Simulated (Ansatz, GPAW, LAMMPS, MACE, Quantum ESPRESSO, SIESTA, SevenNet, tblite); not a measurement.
# Which run comes nearest? Amorphous 28Y2O3-72Al2O3 (mol %) (90 atoms)

Density of this cell: 3.85 g/cm³. The cell holds 90 atoms: 10 Y, 26 Al and 54 O. Cell: a = 10.194 Å, b = 10.194 Å, c = 10.194 Å, α = 90.0°, β = 90.0°, γ = 90.0°. 90 atoms (10 Er, 26 Al, 54 O) placed at random at 4.86 g/cm³, melted at 5000 K for 10 ps at fixed volume with the Morse and Coulomb pair potential with partial charges (Pedone, Malavasi, Menziani, Cormack and Segre, J. Phys. Chem. B 110, 11780 (2006)). Quenched from 5000 K to 300 K at 20 K/ps and fixed volume, held 10 ps at zero pressure, then minimised at fixed cell. Then Er was replaced by Y and the cell scaled by 1.009 (the potential has no terms for the new elements, so the cell is a start for a DFT relaxation).

Geometry: as built.

The reference, a calculation:

```
method                                           : Kohn-Sham DFT, PBE, PAW, plane waves (Ansatz 0.2.0); cutoff 420 eV, Γ point, fermi-dirac smearing of 0.05 eV; PAW set soft_2
r.m.s. force component                           : 0.4241 eV/Å
longest force                                    : 1.651 eV/Å
pressure                                         : 6.117 GPa
gap (highest filled to lowest empty level) : 4.023 eV
SCF cycles                                       : 9
time                                             : 14 s on 4 threads of Arm Neoverse V1, shared host
CPU time                                         : 55 s
```

Runs, in no order:
A. SevenNet l3i5 potential: machine-learned interatomic potential SevenNet l3i5, trained on PBE(+U) plane-wave data
B. GPAW PBE, LCAO sz(dzp), h 0.18 Å: Kohn-Sham DFT, PBE, PAW, atomic orbitals (sz(dzp))
C. SIESTA PBE, DZP, shift 0.01 Ry, mesh 150 Ry: Kohn-Sham DFT, PBE, PseudoDojo 0.4.1 norm-conserving pseudopotentials (converted to PSML), numerical atomic orbitals (DZP), diagonalisation
D. GPAW PBE, LCAO dzp, h 0.18 Å: Kohn-Sham DFT, PBE, PAW, atomic orbitals (dzp)
E. QE PBE, sssp-1.3.0-efficiency, 60/480 Ry: Kohn-Sham DFT, PBE, SSSP efficiency 1.3.0 pseudopotentials, plane waves

Q: Order them from the smallest to the largest r.m.s. force difference.

E, A, C, D, B.

```csv
run,"Δ force, r.m.s. (meV/Å)",share of r.m.s. force (%),CPU time
"E. QE PBE, sssp-1.3.0-efficiency, 60/480 Ry",36.8,8.68,12 min
A. SevenNet l3i5 potential,58.3,13.8,12 s
"C. SIESTA PBE, DZP, shift 0.01 Ry, mesh 150 Ry",146,34.4,2.9 min
"D. GPAW PBE, LCAO dzp, h 0.18 Å",211,49.7,8.1 min
"B. GPAW PBE, LCAO sz(dzp), h 0.18 Å",490,116,2.1 min
```

Machine-learned potentials mimic data converged in k, so the reference's own k-point error enters their differences. The network of bonds at the start is that of the classical potential that made the cell, and needn't be the one that DFT or experiment would give. The electronic-structure runs sample only Γ, in a cell whose shortest periodic width is 10 Å.

[Logs are printed without paths, hosts, clocks, repeated set-up lines and the standing remarks that a program may print on its own settings, such as how far it seeks lower states.]

[Hosts, paths, dates, database ids (printed as entryN), source tags and the programs' standing remarks are cut or masked in the printed files.]
